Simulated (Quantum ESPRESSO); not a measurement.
# NiS2 (Vaesite): parallel and opposed starts

Wanted: the moments of NiS2 (Vaesite) and the energy of each order that was tried.

Calculated with Quantum ESPRESSO 7.5; LDA with U = 6 eV on Ni d (ortho-atomic projectors); plane waves with GBRV 1.5 LDA potentials, no spin-orbit coupling.

## Step 1: Starting point

Symmetry: Pa-3, No. 205, cubic system. Conventional cell: a = 5.687 Å, b = 5.687 Å, c = 5.687 Å, α = 90.00°, β = 90.00°, γ = 90.00°. Nearest to Ni lie 6 S at 2.40 Å. Nearest to S lie 1 S at 2.06 Å and 3 Ni at 2.40 Å. Farther neighbours and most contacts between anions are not listed.

The cell comes from the Crystallography Open Database.

## Step 2: Start 1: ferro ++++

The signs are those of the starting moments on the seeded atoms, the atoms that are given a moment.

pw.in reads:

```
&CONTROL
  calculation = 'scf'
  prefix = 'pwscf'
  outdir = './tmp'
  pseudo_dir = './pseudo'
  disk_io = 'nowf'
/
&SYSTEM
  ibrav = 0
  nat = 12
  ntyp = 2
  ecutwfc = 40
  ecutrho = 280
  nbnd = 80
  occupations = 'smearing'
  smearing = 'fd'
  degauss = 0.00367493
  nspin = 2
  starting_magnetization(1) = 0.1111
  starting_magnetization(2) = 0
/
&ELECTRONS
  conv_thr = 2.4d-08
  electron_maxstep = 150
  mixing_beta = 0.3
/
ATOMIC_SPECIES
Ni     58.6934 ni_lda_v1.4.uspp.F.UPF
S      32.0600 s_lda_v1.4.uspp.F.UPF
CELL_PARAMETERS angstrom
   5.6873000000    0.0000000000    0.0000000000
   0.0000000000    5.6873000000    0.0000000000
   0.0000000000    0.0000000000    5.6873000000
ATOMIC_POSITIONS crystal
Ni      0.0000000000    0.0000000000    0.0000000000
Ni      0.5000000000    0.0000000000    0.5000000000
Ni      0.5000000000    0.5000000000    0.0000000000
Ni      0.0000000000    0.5000000000    0.5000000000
S       0.3955000000    0.3955000000    0.3955000000
S       0.1045000000    0.6045000000    0.8955000000
S       0.8955000000    0.1045000000    0.6045000000
S       0.6045000000    0.8955000000    0.1045000000
S       0.6045000000    0.6045000000    0.6045000000
S       0.8955000000    0.3955000000    0.1045000000
S       0.1045000000    0.8955000000    0.3955000000
S       0.3955000000    0.1045000000    0.8955000000
K_POINTS automatic
4 4 4 0 0 0
HUBBARD {ortho-atomic}
U Ni-3d 6.0000
```

Started as:

```console
$ OMP_NUM_THREADS=1 mpirun -n 4 pw.x -nk 4 -in pw.in > pw.out
```

The program printed:

```text
Program PWSCF v.7.5 starts

     Message from routine setup:
     using ibrav=0 with symmetry is DISCOURAGED, use correct ibrav instead

     K-points division:     npool     =       4
     Subspace diagonalization in iterative solution of the eigenvalue problem:

     G-vector sticks info
     --------------------
     sticks:   dense  smooth     PW     G-vecs:    dense   smooth      PW
     Sum        2569    1481    429                98289    42499    6667

     Using Slab Decomposition

     bravais-lattice index     =            0
     lattice parameter (alat)  =      10.7474  a.u.
     unit-cell volume          =    1241.4094 (a.u.)^3
     number of atoms/cell      =           12
     number of atomic types    =            2
     number of electrons       =       120.00
     number of Kohn-Sham states=           80
     kinetic-energy cutoff     =      40.0000  Ry
     charge density cutoff     =     280.0000  Ry
     scf convergence threshold =      2.4E-08
     mixing beta               =       0.3000
     number of iterations used =            8  plain     mixing
     Exchange-correlation=  SLA  PZ   NOGX NOGC
                           (   1   1   0   0   0   0   0)
     Hubbard projectors: ortho-atomic
     Hubbard parameters of DFT+U (Dudarev formulation) in eV:
     U(Ni-3d) =  6.0000

     Internal variables: lda_plus_u =T, lda_plus_u_kind = 0

     Internal variables: orbital_resolved =F, hub_pot_fix =F, apply_U = F

     celldm(1)=  10.747439  celldm(2)=   0.000000  celldm(3)=   0.000000
     celldm(4)=   0.000000  celldm(5)=   0.000000  celldm(6)=   0.000000

     crystal axes: (cart. coord. in units of alat)
               a(1) = (   1.000000   0.000000   0.000000 )
               a(2) = (   0.000000   1.000000   0.000000 )
               a(3) = (   0.000000   0.000000   1.000000 )

     reciprocal axes: (cart. coord. in units 2 pi/alat)
               b(1) = (  1.000000  0.000000  0.000000 )
               b(2) = (  0.000000  1.000000  0.000000 )
               b(3) = (  0.000000  0.000000  1.000000 )

     PseudoPot. # 1 for Ni read from file:
     ni_lda_v1.4.uspp.F.UPF
     Pseudo is Ultrasoft + core correction, Zval = 18.0
     Generated by new atomic code, or converted to UPF format
     Using radial grid of  865 points,  6 beta functions with:
                l(1) =   0
                l(2) =   0
                l(3) =   1
                l(4) =   1
                l(5) =   2
                l(6) =   2
     Q(r) pseudized with 10 coefficients,  rinner =    0.980   0.980   0.980
                                                       0.980   0.980

     PseudoPot. # 2 for S  read from file:
     s_lda_v1.4.uspp.F.UPF
     Pseudo is Ultrasoft + core correction, Zval =  6.0
     Generated by new atomic code, or converted to UPF format
     Using radial grid of  907 points,  6 beta functions with:
                l(1) =   0
                l(2) =   0
                l(3) =   1
                l(4) =   1
                l(5) =   2
                l(6) =   2
     Q(r) pseudized with  8 coefficients,  rinner =    1.300   1.300   1.300
                                                       1.300   1.300

     atomic species   valence    mass     pseudopotential
     Ni               18.00    58.69340     Ni( 1.00)
     S                 6.00    32.06000     S ( 1.00)

     Starting magnetic structure
     atomic species   magnetization
     Ni              0.111
     S               0.000

     24 Sym. Ops., with inversion, found (18 have fractional translation)

   Cartesian axes

     site n.     atom                  positions (alat units)
         1        Ni     tau(   1) = (   0.0000000   0.0000000   0.0000000  )
         2        Ni     tau(   2) = (   0.5000000   0.0000000   0.5000000  )
         3        Ni     tau(   3) = (   0.5000000   0.5000000   0.0000000  )
         4        Ni     tau(   4) = (   0.0000000   0.5000000   0.5000000  )
         5        S      tau(   5) = (   0.3955000   0.3955000   0.3955000  )
         6        S      tau(   6) = (   0.1045000   0.6045000   0.8955000  )
         7        S      tau(   7) = (   0.8955000   0.1045000   0.6045000  )
         8        S      tau(   8) = (   0.6045000   0.8955000   0.1045000  )
         9        S      tau(   9) = (   0.6045000   0.6045000   0.6045000  )
        10        S      tau(  10) = (   0.8955000   0.3955000   0.1045000  )
        11        S      tau(  11) = (   0.1045000   0.8955000   0.3955000  )
        12        S      tau(  12) = (   0.3955000   0.1045000   0.8955000  )

     number of k points=    11  Fermi-Dirac smearing, width (Ry)=  0.0037
                       cart. coord. in units 2pi/alat
        k(    1) = (   0.0000000   0.0000000   0.0000000), wk =   0.0156250
        k(    2) = (   0.0000000   0.0000000   0.2500000), wk =   0.0937500
        k(    3) = (   0.0000000   0.0000000  -0.5000000), wk =   0.0468750
        k(    4) = (   0.0000000   0.2500000   0.2500000), wk =   0.1875000
        k(    5) = (   0.0000000   0.2500000  -0.5000000), wk =   0.0937500
        [... 6 further k-points ...]

     Dense  grid:    98289 G-vectors     FFT dimensions: (  60,  60,  60)

     Smooth grid:    42499 G-vectors     FFT dimensions: (  48,  48,  48)

     Check: negative core charge=   -0.000007
     Generating pointlists ...
     new r_m :   0.1742 (alat units)  1.8718 (a.u.) for type    1
     new r_m :   0.1493 (alat units)  1.6049 (a.u.) for type    2

     Initial potential from superposition of free atoms

     starting charge     111.9997, renormalised to     120.0000

     STARTING HUBBARD OCCUPATIONS:

     =================== HUBBARD OCCUPATIONS ===================
     ------------------------ ATOM    1 ------------------------
     Tr[ns(  1)] (up, down, total) =   5.00000  3.00000  8.00000
     Atomic magnetic moment for atom   1 =   2.00000
     [... lines left out ...]
     ------------------------ ATOM    2 ------------------------
     Tr[ns(  2)] (up, down, total) =   5.00000  3.00000  8.00000
     Atomic magnetic moment for atom   2 =   2.00000
     [... lines left out ...]
     ------------------------ ATOM    3 ------------------------
     Tr[ns(  3)] (up, down, total) =   5.00000  3.00000  8.00000
     Atomic magnetic moment for atom   3 =   2.00000
     [... lines left out ...]
     ------------------------ ATOM    4 ------------------------
     Tr[ns(  4)] (up, down, total) =   5.00000  3.00000  8.00000
     Atomic magnetic moment for atom   4 =   2.00000
     [... lines left out ...]
     Number of occupied Hubbard levels =   32.0000

     Atomic wfc used for Hubbard projectors are orthogonalized

     Starting wfcs are   84 randomized atomic wfcs

     Self-consistent Calculation

     iteration #  1     ecut=    40.00 Ry     beta= 0.30
     Davidson diagonalization with overlap
     ethr =  1.00E-02,  avg # of iterations =  5.5

     =================== HUBBARD OCCUPATIONS ===================
     ------------------------ ATOM    1 ------------------------
     Tr[ns(  1)] (up, down, total) =   1.79916  0.59655  2.39571
     Atomic magnetic moment for atom   1 =   1.20261
     [... lines left out ...]
     ------------------------ ATOM    2 ------------------------
     Tr[ns(  2)] (up, down, total) =   1.79916  0.59655  2.39571
     Atomic magnetic moment for atom   2 =   1.20261
     [... lines left out ...]
     ------------------------ ATOM    3 ------------------------
     Tr[ns(  3)] (up, down, total) =   1.79916  0.59655  2.39571
     Atomic magnetic moment for atom   3 =   1.20261
     [... lines left out ...]
     ------------------------ ATOM    4 ------------------------
     Tr[ns(  4)] (up, down, total) =   1.79916  0.59655  2.39571
     Atomic magnetic moment for atom   4 =   1.20261
     [... lines left out ...]
     Number of occupied Hubbard levels =    9.5828

     total energy              =   -1511.41255532 Ry
     estimated scf accuracy    <     153.06453516 Ry

     total magnetization       =     4.84 Bohr mag/cell
     absolute magnetization    =     5.56 Bohr mag/cell

     iteration #  2     ecut=    40.00 Ry     beta= 0.30
     Davidson diagonalization with overlap
     ethr =  1.00E-02,  avg # of iterations =  3.5

     total energy              =   -1562.20928576 Ry
     estimated scf accuracy    <      79.43200025 Ry

     total magnetization       =     0.30 Bohr mag/cell
     absolute magnetization    =     0.42 Bohr mag/cell

     iteration #  3     ecut=    40.00 Ry     beta= 0.30
     Davidson diagonalization with overlap
     ethr =  1.00E-02,  avg # of iterations =  2.0

     total energy              =   -1561.76545678 Ry
     estimated scf accuracy    <      22.33265400 Ry

     total magnetization       =     0.71 Bohr mag/cell
     absolute magnetization    =     0.78 Bohr mag/cell

     [... further iterations left out ...]

     iteration # 19     ecut=    40.00 Ry     beta= 0.30
     Davidson diagonalization with overlap
     ethr =  1.83E-08,  avg # of iterations =  1.6

     total energy              =   -1565.06976818 Ry
     estimated scf accuracy    <       0.00000039 Ry

     total magnetization       =     7.74 Bohr mag/cell
     absolute magnetization    =     7.78 Bohr mag/cell

     iteration # 20     ecut=    40.00 Ry     beta= 0.30
     Davidson diagonalization with overlap
     ethr =  3.26E-10,  avg # of iterations =  4.6

     total energy              =   -1565.06976862 Ry
     estimated scf accuracy    <       0.00000138 Ry

     total magnetization       =     7.74 Bohr mag/cell
     absolute magnetization    =     7.78 Bohr mag/cell

     iteration # 21     ecut=    40.00 Ry     beta= 0.30
     Davidson diagonalization with overlap
     ethr =  3.26E-10,  avg # of iterations =  2.0

     total energy              =   -1565.06976878 Ry
     estimated scf accuracy    <       0.00000016 Ry

     total magnetization       =     7.74 Bohr mag/cell
     absolute magnetization    =     7.78 Bohr mag/cell

     iteration # 22     ecut=    40.00 Ry     beta= 0.30
     Davidson diagonalization with overlap
     ethr =  1.35E-10,  avg # of iterations =  2.1

     Magnetic moment per site  (integrated on atomic sphere of radius R)
     atom   1 (R=0.174)  charge= 16.3714  magn=  1.4393
     atom   2 (R=0.174)  charge= 16.3714  magn=  1.4393
     atom   3 (R=0.174)  charge= 16.3714  magn=  1.4393
     atom   4 (R=0.174)  charge= 16.3714  magn=  1.4393
     atom   5 (R=0.149)  charge=  3.0718  magn=  0.1395
     atom   6 (R=0.149)  charge=  3.0718  magn=  0.1395
     atom   7 (R=0.149)  charge=  3.0718  magn=  0.1395
     atom   8 (R=0.149)  charge=  3.0718  magn=  0.1395
     atom   9 (R=0.149)  charge=  3.0718  magn=  0.1395
     atom  10 (R=0.149)  charge=  3.0718  magn=  0.1395
     atom  11 (R=0.149)  charge=  3.0718  magn=  0.1395
     atom  12 (R=0.149)  charge=  3.0718  magn=  0.1395

     End of self-consistent calculation

     =================== HUBBARD OCCUPATIONS ===================
     ------------------------ ATOM    1 ------------------------
     Tr[ns(  1)] (up, down, total) =   4.93637  3.52966  8.46603
     Atomic magnetic moment for atom   1 =   1.40671
     [... lines left out ...]
     ------------------------ ATOM    2 ------------------------
     Tr[ns(  2)] (up, down, total) =   4.93637  3.52966  8.46603
     Atomic magnetic moment for atom   2 =   1.40671
     [... lines left out ...]
     ------------------------ ATOM    3 ------------------------
     Tr[ns(  3)] (up, down, total) =   4.93637  3.52966  8.46603
     Atomic magnetic moment for atom   3 =   1.40671
     [... lines left out ...]
     ------------------------ ATOM    4 ------------------------
     Tr[ns(  4)] (up, down, total) =   4.93637  3.52966  8.46603
     Atomic magnetic moment for atom   4 =   1.40671
     [... lines left out ...]
     Number of occupied Hubbard levels =   33.8641

     [... lines left out ...]
     the Fermi energy is    10.7999 ev

!    total energy              =   -1565.06976884 Ry
     estimated scf accuracy    <          1.1E-09 Ry
     smearing contrib. (-TS)   =      -0.00165370 Ry
     internal energy E=F+TS    =   -1565.06811513 Ry

     The total energy is F=E-TS. E is the sum of the following terms:
     one-electron contribution =   -1139.94888600 Ry
     hartree contribution      =     625.28969654 Ry
     xc contribution           =    -207.87842481 Ry
     ewald contribution        =    -843.03265995 Ry
     Hubbard energy            =       0.50215909 Ry

     total magnetization       =     7.74 Bohr mag/cell
     absolute magnetization    =     7.78 Bohr mag/cell

     convergence has been achieved in  22 iterations

=------------------------------------------------------------------------------=
   JOB DONE.
=------------------------------------------------------------------------------=
```

The job ended after 2.1 min (4 MPI ranks of Intel Xeon Platinum 8488C (Sapphire Rapids), shared host; peak memory 1 GiB).

Spin moment in the atom's sphere by atom:

```
atom  spin moment in the atom's sphere (μB)
 Ni1                                   1.44
 Ni2                                   1.44
 Ni3                                   1.44
 Ni4                                   1.44
  S5                                   0.14
  S6                                   0.14
  S7                                   0.14
  S8                                   0.14
  S9                                   0.14
 S10                                   0.14
 S11                                   0.14
 S12                                   0.14
```

Read from the output:

| Quantity | Value |
| --- | --- |
| smearing term TS | 0.02250 eV |
| magnetization | 7.737 μB |
| absolute magnetization | 7.784 μB |
| final state | ferromagnetic |

Spin density in the ac plane at fractional y = 0.000, with atoms of Ni within 0.2 Å of it.

Ten even steps from '0' (0.0 e/Å³) to '9' (4.3 e/Å³), each cell a mean:
```
6200000000000003
0000000000000001
0000000000000000
0000000000000000
0000000000000000
0000000000000000
0000000230000000
0000001694000000
0000000371000000
0000000010000000
0000000000000000
0000000000000000
0000000000000000
0000000000000000
4000000000000001
9300000000000017
```
Columns run along a (5.7 Å), rows up along c (5.7 Å). Atoms in or near the plane, at fractional coordinates: Ni at (0.00, 0.00), Ni at (0.50, 0.50).

Valence density in the ac plane at fractional y = 0.000, with atoms of Ni within 0.2 Å of it. It is the smooth field of the valence electrons, not physical close to the nuclei.

Ten steps, logarithmic in the rise over the least value, from '_' (0 e/Å³) to '@' (38 e/Å³), each cell a mean:
```
@@**::....::::::::....____..==%%
++--......::::::::..________::==
....____..::::::..__________....
..________........________......
..__________......______..::::::
..__________..::--..__....::::::
::..______..--**##++......::::::
::::........++@@@@##::....::::::
::::::::....==%%@@**::____....::
::::::::....::==++--..________..
::::::::..____......__________..
........________......__________
......__________..::::..________
::..__________..::::::::..__..::
##++..______....::::::::....--**
@@##--......::::::::::......++@@
```
Columns run along a (5.7 Å), rows up along c (5.7 Å). Atoms in or near the plane, at fractional coordinates: Ni at (0.00, 0.00), Ni at (0.50, 0.50).

(Continued in part 2 of 2.)

[Logs and program files are shortened in this print: banners, set-up blocks, solver, clock and traceback lines can be left out without a mark of their own.]

[Logs are printed without paths, hosts, clocks, repeated set-up lines and the standing remarks that a program may print on its own settings, such as how far it seeks lower states.]

[Hosts, paths, dates, database ids (printed as entryN), source tags and the programs' standing remarks are cut or masked in the printed files.]

[Where a cell is said to come from a database of computed structures, the database is the Materials Project.]
